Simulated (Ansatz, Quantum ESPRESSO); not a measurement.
## AgCl (Chlorargyrite): from the cell to the phonon bands

Wanted: phonon bands, density of states and zone-centre response of AgCl (Chlorargyrite).

Calculated with Quantum ESPRESSO 7.5; DFT LDA, scalar-relativistic, plane waves, PseudoDojo norm-conserving pseudopotentials.

The database entry behind the starting cell differs from other determinations of this structure, so it need not match the best structure at room temperature.

### Step 1. The structure

The structure is cubic, space group Fm-3m (No. 225). The conventional cell has a = 5.470 Å, b = 5.470 Å, c = 5.470 Å, α = 90.00°, β = 90.00°, γ = 90.00°. Nearest to Ag lie 6 Cl at 2.73 Å. Nearest to Cl lie 6 Ag at 2.73 Å. Farther neighbours, and contacts between anions beyond the nearest, are not listed.

As a file:

```
Ag Cl
1.0
    -2.73500    0.00000    2.73500
     0.00000    2.73500    2.73500
    -2.73500    2.73500    0.00000
Ag Cl
1 1
Direct
  0.00000 0.00000 0.00000
  0.50000 0.50000 0.50000
```

### Step 2. A probe with smearing

A cheap run with smearing and empty bands tells whether the crystal has a gap, which decides between fixed occupations and smearing later on.

probe.in

```
 &control
    calculation='scf',
    prefix='x',
    outdir='./tmp',
    pseudo_dir='./pseudo',
    tprnfor=.true.,
    tstress=.true.,
    verbosity='high',
 /
 &system
    ibrav=2,
    celldm(1)=10.3368019,
    nat=2,
    ntyp=2,
    ecutwfc=86.0,
    occupations='smearing',
    smearing='gaussian',
    degauss=0.01,
 /
 &electrons
    conv_thr=1.0d-07,
    mixing_beta=0.7,
    electron_maxstep=100,
 /
ATOMIC_SPECIES
 Ag    107.8682  Ag.upf
 Cl     35.4500  Cl.upf
ATOMIC_POSITIONS crystal
 Ag     0.000000000   0.000000000   0.000000000
 Cl     0.500000000   0.500000000   0.500000000
K_POINTS automatic
 6 6 6 0 0 0
```

The run is started by

```console
> OMP_NUM_THREADS=1 mpirun -n 4 pw.x -nk 4 -in probe.in > probe.out
```

The log of the run:

```text
[banners, grids and lines that vanish by symmetry left out]
Program PWSCF v.7.5
     bravais-lattice index     =            2
     lattice parameter (alat)  =      10.3368  a.u.
[...]
kinetic-energy cutoff     =      86.0000  Ry
     charge density cutoff     =     344.0000  Ry
     scf convergence threshold =      1.0E-07
[...]
(   1   4   0   0   0   0   0)
[...]
48 Sym. Ops., with inversion, found
[...]
(     0          1          0      )
                  (     0          0          1      )
                  (  0.0000000  1.0000000  0.0000000 )
                  (  0.0000000  0.0000000  1.0000000 )
[...]
(     1          0         -1      )
                  (     0          0         -1      )
                  (  0.0000000 -1.0000000  0.0000000 )
                  (  0.0000000  0.0000000  1.0000000 )
[...]
(     0         -1          0      )
                  (  1.0000000  0.0000000  0.0000000 )
                  (  0.0000000 -1.0000000  0.0000000 )
[...]
(     0          1         -1      )
                  (     0          1          0      )
                  ( -1.0000000  0.0000000  0.0000000 )
                  (  0.0000000  1.0000000  0.0000000 )
[...]
number of k points=    16  Gaussian smearing, width (Ry)=  0.0100
[...]
End of self-consistent calculation
[...]
the Fermi energy is     8.8940 ev
!    total energy              =    -342.82354936 Ry
[...]
convergence has been achieved in   6 iterations
     atom    1 type  1   force =    -0.00000000   -0.00000000   -0.00000000
     atom    2 type  2   force =     0.00000000    0.00000000    0.00000000
     Total force =     0.000000     Total SCF correction =     0.000000
          total   stress  (Ry/bohr**3)                   (kbar)     P=      -36.90
[...]
XML data file, charge density, pseudopotentials, collected wavefunctions

   JOB DONE.
```

The job ended after 3.5 s (4 MPI ranks of Intel Xeon 6975P-C (Granite Rapids), shared host; peak memory of a rank 0.07 GiB).

Numbers from this step:

* volume per atom: 20.46 Å³
* pressure: -3.69 GPa
* gap on the k-mesh: 0.6125 eV

A gap of 0.61 eV opens on this mesh, so the crystal is taken as an insulator; the start stands at -3.7 GPa.

### Step 3. Relaxing the cell and atoms

The harmonic expansion starts where the forces on the atoms vanish, and stress shifts the frequencies, so cell and atoms are relaxed with tight thresholds.

relax.in

```
 &control
    calculation='vc-relax',
    prefix='x',
    outdir='./tmp',
    pseudo_dir='./pseudo',
    tprnfor=.true.,
    tstress=.true.,
    forc_conv_thr=2.0d-05,
    etot_conv_thr=1.0d-07,
    nstep=40,
 /
 &system
    ibrav=2,
    celldm(1)=10.3368019,
    nat=2,
    ntyp=2,
    ecutwfc=86.0,
    occupations='fixed',
    nbnd=15,
 /
 &electrons
    conv_thr=1.0d-11,
    mixing_beta=0.7,
    electron_maxstep=100,
 /
 &ions
 /
 &cell
    press_conv_thr=0.1,
 /
ATOMIC_SPECIES
 Ag    107.8682  Ag.upf
 Cl     35.4500  Cl.upf
ATOMIC_POSITIONS crystal
 Ag     0.000000000   0.000000000   0.000000000
 Cl     0.500000000   0.500000000   0.500000000
K_POINTS automatic
 8 8 8 0 0 0
```

The run is started by

```console
> OMP_NUM_THREADS=1 mpirun -n 4 pw.x -nk 4 -in relax.in > relax.out
```

The log of the run:

```text
[banners, grids and lines that vanish by symmetry left out]
[banner, memory and clock lines left out]
Program PWSCF v.7.5

[...]
kinetic-energy cutoff     =      86.0000  Ry
     charge density cutoff     =     344.0000  Ry
     scf convergence threshold =      1.0E-11
[...]
energy convergence thresh.=      1.0E-07
     force convergence thresh. =      2.0E-05
     press convergence thresh. =      1.0E-01
                           (   1   4   0   0   0   0   0)
[...]
48 Sym. Ops., with inversion, found
[...]
number of k points=    29
[...]
End of self-consistent calculation
[...]
highest occupied, lowest unoccupied level (ev):     8.5558    9.1685
!    total energy              =    -342.82360845 Ry
[...]
convergence has been achieved in   9 iterations
     atom    1 type  1   force =    -0.00000000    0.00000000   -0.00000000
     atom    2 type  2   force =     0.00000000    0.00000000    0.00000000
     Total force =     0.000000     Total SCF correction =     0.000000
          total   stress  (Ry/bohr**3)                   (kbar)     P=      -37.85
[...]
number of bfgs steps    =   0
[...]
CELL_PARAMETERS (alat= 10.33680190)
[...]
ATOMIC_POSITIONS (crystal)
Ag               0.0000000000       -0.0000000000        0.0000000000
Cl               0.5000000000        0.5000000000        0.5000000000
[...]
New effective cutoffs (rho, wfc):  348.45   87.11
[...]
End of self-consistent calculation
[...]
highest occupied, lowest unoccupied level (ev):     8.9043    9.5189
!    total energy              =    -342.82479309 Ry
[...]
convergence has been achieved in   6 iterations
     atom    1 type  1   force =    -0.00000000   -0.00000000   -0.00000000
     atom    2 type  2   force =    -0.00000000   -0.00000000   -0.00000000
     Total force =     0.000000     Total SCF correction =     0.000000
          total   stress  (Ry/bohr**3)                   (kbar)     P=      -27.75
[...]
number of bfgs steps    =   1
[...]
CELL_PARAMETERS (alat= 10.33680190)
[...]
ATOMIC_POSITIONS (crystal)
Ag               0.0000000000       -0.0000000000        0.0000000000
Cl               0.5000000000        0.5000000000        0.5000000000
[...]
New effective cutoffs (rho, wfc):  355.32   88.83
[...]
End of self-consistent calculation
[...]
highest occupied, lowest unoccupied level (ev):     9.4450   10.0664
!    total energy              =    -342.82581870 Ry
[...]
convergence has been achieved in   8 iterations
     atom    1 type  1   force =     0.00000000    0.00000000    0.00000000
     atom    2 type  2   force =     0.00000000    0.00000000    0.00000000
     Total force =     0.000000     Total SCF correction =     0.000000
          total   stress  (Ry/bohr**3)                   (kbar)     P=      -10.32
[...]
number of bfgs steps    =   2
[...]
CELL_PARAMETERS (alat= 10.33680190)
ATOMIC_POSITIONS (crystal)
[...]
New effective cutoffs (rho, wfc):  359.36   89.84
[...]
End of self-consistent calculation
[...]
highest occupied, lowest unoccupied level (ev):     9.7657   10.3931
!    total energy              =    -342.82596069 Ry
[...]
convergence has been achieved in   8 iterations
     atom    1 type  1   force =     0.00000000    0.00000000   -0.00000000
     atom    2 type  2   force =    -0.00000000    0.00000000   -0.00000000
     Total force =     0.000000     Total SCF correction =     0.000000
          total   stress  (Ry/bohr**3)                   (kbar)     P=        1.07
[...]
number of bfgs steps    =   3
[...]
CELL_PARAMETERS (alat= 10.33680190)
ATOMIC_POSITIONS (crystal)
[...]
New effective cutoffs (rho, wfc):  358.98   89.75
[...]
End of self-consistent calculation
[...]
highest occupied, lowest unoccupied level (ev):     9.7357   10.3624
!    total energy              =    -342.82596211 Ry
[...]
convergence has been achieved in   6 iterations
     atom    1 type  1   force =    -0.00000000    0.00000000    0.00000000
     atom    2 type  2   force =     0.00000000    0.00000000    0.00000000
     Total force =     0.000000     Total SCF correction =     0.000000
          total   stress  (Ry/bohr**3)                   (kbar)     P=       -0.04
[...]
number of bfgs steps    =   4
[...]
small trust_radius: resetting bfgs history
[...]
CELL_PARAMETERS (alat= 10.33680190)
ATOMIC_POSITIONS (crystal)
[...]
New effective cutoffs (rho, wfc):  358.98   89.75
[...]
End of self-consistent calculation
[...]
highest occupied, lowest unoccupied level (ev):     9.7360   10.3628
!    total energy              =    -342.82596211 Ry
[...]
convergence has been achieved in   3 iterations
     atom    1 type  1   force =     0.00000000    0.00000000    0.00000000
     atom    2 type  2   force =    -0.00000000   -0.00000000    0.00000000
     Total force =     0.000000     Total SCF correction =     0.000000
          total   stress  (Ry/bohr**3)                   (kbar)     P=       -0.02
[...]
bfgs converged in   6 scf cycles and   5 bfgs steps
     End of BFGS Geometry Optimization
     Final enthalpy           =    -342.8259621133 Ry
     File ./tmp/x.bfgs deleted, as requested
[...]
CELL_PARAMETERS (alat= 10.33680190)
[...]
ATOMIC_POSITIONS (crystal)
Ag               0.0000000000       -0.0000000000        0.0000000000
Cl               0.5000000000        0.5000000000        0.5000000000
[...]
Final scf calculation at the relaxed structure.
[...]
kinetic-energy cutoff     =      86.0000  Ry
     charge density cutoff     =     344.0000  Ry
     scf convergence threshold =      1.0E-13
[...]
press convergence thresh. =      1.0E-01
                           (   1   4   0   0   0   0   0)
[...]
48 Sym. Ops., with inversion, found
[...]
number of k points=    29
[...]
End of self-consistent calculation
[...]
highest occupied, lowest unoccupied level (ev):     9.7360   10.3628
!    total energy              =    -342.82595535 Ry
[...]
convergence has been achieved in  11 iterations
     atom    1 type  1   force =    -0.00000000   -0.00000000    0.00000000
     atom    2 type  2   force =    -0.00000000   -0.00000000   -0.00000000
     Total force =     0.000000     Total SCF correction =     0.000000
          total   stress  (Ry/bohr**3)                   (kbar)     P=       -0.16
[...]
XML data file, charge density, pseudopotentials, collected wavefunctions
```

Elapsed: 29 s, on 4 MPI ranks; peak memory of a rank 0.07 GiB.

The steps of the relaxation:

```csv
step,energy less that of the first step (eV),largest force (eV/Å),pressure (GPa),volume (Å³)
1,0.0000,0.0000,-3.79,40.92
2,-0.0161,0.0000,-2.77,40.13
3,-0.0301,0.0000,-1.03,38.97
4,-0.0320,0.0000,0.11,38.32
5,-0.0320,0.0000,0.00,38.38
6,-0.0320,0.0000,0.00,38.38
7,-0.0319,0.0000,-0.02,38.38
```

```csv
"conventional cell, symmetrised",before,after,change
a (Å),5.470,5.354,-2.1 %
b (Å),5.470,5.354,-2.1 %
c (Å),5.470,5.354,-2.1 %
volume (Å³/atom),20.46,19.19,-6.2 %
```

The relaxed structure:

```cif
data_structure
_symmetry_space_group_name_H-M 'P 1'
_symmetry_Int_Tables_number 1
_cell_length_a 3.7862
_cell_length_b 3.7862
_cell_length_c 3.7862
_cell_angle_alpha 60.000
_cell_angle_beta 60.000
_cell_angle_gamma 60.000
_cell_volume 38.38
loop_
_atom_site_label
_atom_site_type_symbol
_atom_site_fract_x
_atom_site_fract_y
_atom_site_fract_z
_atom_site_occupancy
Ag1 Ag 0.00000 0.00000 0.00000 1
Cl2 Cl 0.50000 0.50000 0.50000 1
```

The last row of the table of steps is pw.x's closing run on a basis chosen anew for the final cell, so its energy can jump.

Numbers from this step:

```yaml
volume_per_atom: 19.19 Å³
pressure: -0.016 GPa
gap_on_the_k_mesh: 0.6268 eV
```

The volume changes by -6.2 % from the cell with which this run began.

### Step 4. Ground state

Perturbation theory inherits every error of the wavefunctions, so the threshold is set near the limit of the arithmetic. With a gap, occupations are fixed, which also allows the response to an electric field.

scf.in

```
 &control
    calculation='scf',
    prefix='x',
    outdir='./tmp',
    pseudo_dir='./pseudo',
    tprnfor=.true.,
    tstress=.true.,
 /
 &system
    ibrav=2,
    celldm(1)=10.11851949,
    nat=2,
    ntyp=2,
    ecutwfc=86.0,
    occupations='fixed',
    nbnd=15,
 /
 &electrons
    conv_thr=1.0d-12,
    mixing_beta=0.7,
    electron_maxstep=100,
 /
ATOMIC_SPECIES
 Ag    107.8682  Ag.upf
 Cl     35.4500  Cl.upf
ATOMIC_POSITIONS crystal
 Ag     0.000000000   0.000000000   0.000000000
 Cl     0.500000000   0.500000000   0.500000000
K_POINTS automatic
 8 8 8 0 0 0
```

The run is started by

```console
> OMP_NUM_THREADS=1 mpirun -n 4 pw.x -nk 4 -in scf.in > scf.out
```

The log of the run:

```text
[banners, grids and lines that vanish by symmetry left out]
[banner, memory and clock lines left out]
Program PWSCF v.7.5

[...]
kinetic-energy cutoff     =      86.0000  Ry
     charge density cutoff     =     344.0000  Ry
     scf convergence threshold =      1.0E-12
[...]
(   1   4   0   0   0   0   0)
[...]
48 Sym. Ops., with inversion, found
[...]
number of k points=    29
[...]
End of self-consistent calculation
[...]
highest occupied, lowest unoccupied level (ev):     9.7360   10.3628
!    total energy              =    -342.82595535 Ry
[...]
convergence has been achieved in  10 iterations
     atom    1 type  1   force =     0.00000000   -0.00000000    0.00000000
     atom    2 type  2   force =    -0.00000000   -0.00000000    0.00000000
     Total force =     0.000000     Total SCF correction =     0.000000
          total   stress  (Ry/bohr**3)                   (kbar)     P=       -0.16
[...]
XML data file, charge density, pseudopotentials, collected wavefunctions
```

Run time: 6.1 s. Hardware: 4 MPI ranks; peak memory of a rank 0.07 GiB; 23 s of CPU time.

The cell stands at -0.016 GPa, close enough for phonons.

### Step 5. Linear response on the mesh

Linear response treats each wavevector in the unit cell, with no supercell; the 4×4×4 mesh fixes the range of the force constants to be had.

ph.in

```
phonons
 &inputph
    prefix='x',
    outdir='./tmp',
    fildyn='x.dyn',
    tr2_ph=1.0d-18,
    epsil=.true.,
    ldisp=.true.,
    nq1=4,
    nq2=4,
    nq3=4,
 /
```

The run is started by

```console
> OMP_NUM_THREADS=1 mpirun -n 4 ph.x -nk 4 -in ph.in > ph.out
```

The log of the run:

```text
[banners, grids and lines that vanish by symmetry left out]
[banner, memory and clock lines left out]
Program PHONON v.7.5

[...]
(   1   4   0   0   0   0   0)
[...]
(   8 q-points):
[...]
kinetic-energy cut-off    =      86.0000  Ry
     charge density cut-off    =     344.0000  Ry
     convergence threshold     =      1.0E-18
[...]
(   1   4   0   0   0   0   0)
[...]
q = (   0.0000000   0.0000000   0.0000000 )
     49 Sym.Ops. (with q -> -q+G )
     G cutoff =  892.1393  (  27941 G-vectors)     FFT grid: ( 45, 45, 45)
     number of k points=    29
[...]
Mode symmetry, O_h (m-3m)  point group:
     Dielectric constant
[...]
End of electric fields calculation
          Dielectric constant in cartesian axis
          (       5.877192504       0.000000000       0.000000000 )
          (      -0.000000000       5.877192504       0.000000000 )
          (       0.000000000       0.000000000       5.877192504 )
          Effective charges (d Force / dE) in cartesian axis without acoustic sum rule applied (asr)
           atom    1  Ag    Mean Z*:        1.41567
      Ex  (        1.41567        0.00000        0.00000 )
      Ey  (        0.00000        1.41567       -0.00000 )
      Ez  (        0.00000       -0.00000        1.41567 )
           atom    2  Cl    Mean Z*:       -1.41992
      Ex  (       -1.41992       -0.00000        0.00000 )
      Ey  (       -0.00000       -1.41992       -0.00000 )
      Ez  (       -0.00000       -0.00000       -1.41992 )
          Effective charges Sum: Mean:       -0.00425
[...]
Effective charges (d Force / dE) in cartesian axis with asr applied:
           atom    1  Ag    Mean Z*:        1.41780
[...]
atom    2  Cl    Mean Z*:       -1.41780
[...]
Representation #   1 modes #   1   2   3
[...]
End of self-consistent calculation
     Convergence has been achieved
     Representation #   2 modes #   4   5   6
[...]
End of self-consistent calculation
     Convergence has been achieved
[...]
Dielectric constant in cartesian axis
          (       5.877192504       0.000000000       0.000000000 )
          (      -0.000000000       5.877192504       0.000000000 )
          (       0.000000000       0.000000000       5.877192504 )
          Effective charges (d Force / dE) in cartesian axis without acoustic sum rule applied (asr)
           atom    1  Ag    Mean Z*:        1.41567
      Ex  (        1.41567        0.00000        0.00000 )
      Ey  (        0.00000        1.41567       -0.00000 )
[...]
q = (   -0.250000000   0.250000000  -0.250000000 )
     freq (    1) =       1.157845 [THz] =      38.621555 [cm-1]
     freq (    2) =       1.157845 [THz] =      38.621555 [cm-1]
     freq (    3) =       2.417076 [THz] =      80.624990 [cm-1]
     freq (    4) =       3.388212 [THz] =     113.018589 [cm-1]
     freq (    5) =       3.388212 [THz] =     113.018589 [cm-1]
     freq (    6) =       5.933288 [THz] =     197.913168 [cm-1]
     Mode symmetry, C_3v (3m)   point group:
     freq (   1-   2) =         38.6  [cm-1]   --> E    L_3
     freq (   3-   3) =         80.6  [cm-1]   --> A_1  L_1
     freq (   4-   5) =        113.0  [cm-1]   --> E    L_3
     freq (   6-   6) =        197.9  [cm-1]   --> A_1  L_1
[...]
Mode symmetry, D_3d (-3m)  point group:
[...]
Representation #   1 mode #   1
     Convergence has been achieved
     Representation #   2 modes #   2   3
     Convergence has been achieved
     Representation #   3 mode #   4
     Convergence has been achieved
     Representation #   4 modes #   5   6
     Convergence has been achieved
[...]
q = (    0.500000000  -0.500000000   0.500000000 )
     freq (    1) =       1.881273 [THz] =      62.752512 [cm-1]
     freq (    2) =       1.881273 [THz] =      62.752512 [cm-1]
     freq (    3) =       2.180903 [THz] =      72.747080 [cm-1]
     freq (    4) =       2.180903 [THz] =      72.747080 [cm-1]
     freq (    5) =       3.268846 [THz] =     109.036959 [cm-1]
     freq (    6) =       6.352119 [THz] =     211.883871 [cm-1]
     Mode symmetry, D_3d (-3m)  point group:
     freq (   1-   2) =         62.8  [cm-1]   --> E_g  L_3
     freq (   3-   4) =         72.7  [cm-1]   --> E_u  L_3'
     freq (   5-   5) =        109.0  [cm-1]   --> A_2u L_2'
     freq (   6-   6) =        211.9  [cm-1]   --> A_1g L_1
[...]
Mode symmetry, C_4v (4mm)  point group:
[...]
Convergence has been achieved
     Convergence has been achieved
     Representation #   3 modes #   3   4
     Convergence has been achieved
     Representation #   4 modes #   5   6
     Convergence has been achieved
[...]
q = (    0.000000000   0.500000000   0.000000000 )
     freq (    1) =       0.669577 [THz] =      22.334690 [cm-1]
     freq (    2) =       0.669577 [THz] =      22.334690 [cm-1]
     freq (    3) =       2.746359 [THz] =      91.608679 [cm-1]
     freq (    4) =       4.556262 [THz] =     151.980546 [cm-1]
     freq (    5) =       4.556262 [THz] =     151.980546 [cm-1]
     freq (    6) =       5.246891 [THz] =     175.017454 [cm-1]
     Mode symmetry, C_4v (4mm)  point group:
     freq (   1-   2) =         22.3  [cm-1]   --> E    G_5 D_5
     freq (   3-   3) =         91.6  [cm-1]   --> A_1  G_1 D_1
     freq (   4-   5) =        152.0  [cm-1]   --> E    G_5 D_5
     freq (   6-   6) =        175.0  [cm-1]   --> A_1  G_1 D_1
[...]
Mode symmetry, C_s (m)     point group:
[...]
Convergence has been achieved
[...]
End of self-consistent calculation
     Convergence has been achieved
     Representation #   3 mode #   3
[...]
End of self-consistent calculation
     Convergence has been achieved
     Representation #   4 mode #   4
[...]
thresh= 1.312E-03 alpha_mix =  0.700 |ddv_scf|^2 =  2.523E-04

      thresh= 1.588E-03 alpha_mix =  0.700 |ddv_scf|^2 =  5.102E-06
```

Run time: 33 min. Hardware: 4 MPI ranks; 2.2 h of CPU time.

The run was cut off at its time limit.

(Continued in part 2 of 2.)

[Long decimals in the printed logs are rounded to 6 places.]

[Host names, launcher messages, clock columns and parts of forces and stress are left out of these logs.]

[Logs are printed without paths, hosts, clocks, repeated set-up lines and the standing remarks that a program may print on its own settings, such as how far it seeks lower states.]

[Hosts, paths, dates, database ids (printed as entryN), source tags and the programs' standing remarks are cut or masked in the printed files.]

[Where Elk ran, warnings of its patched build on accuracy (core leakage, angular cutoffs, spin-orbit splittings, empty states, lower magnetic states) are left out.]

[Sessions in which a second program contradicted a gradient-corrected response are left out of this set, so agreement between programs is selected.]
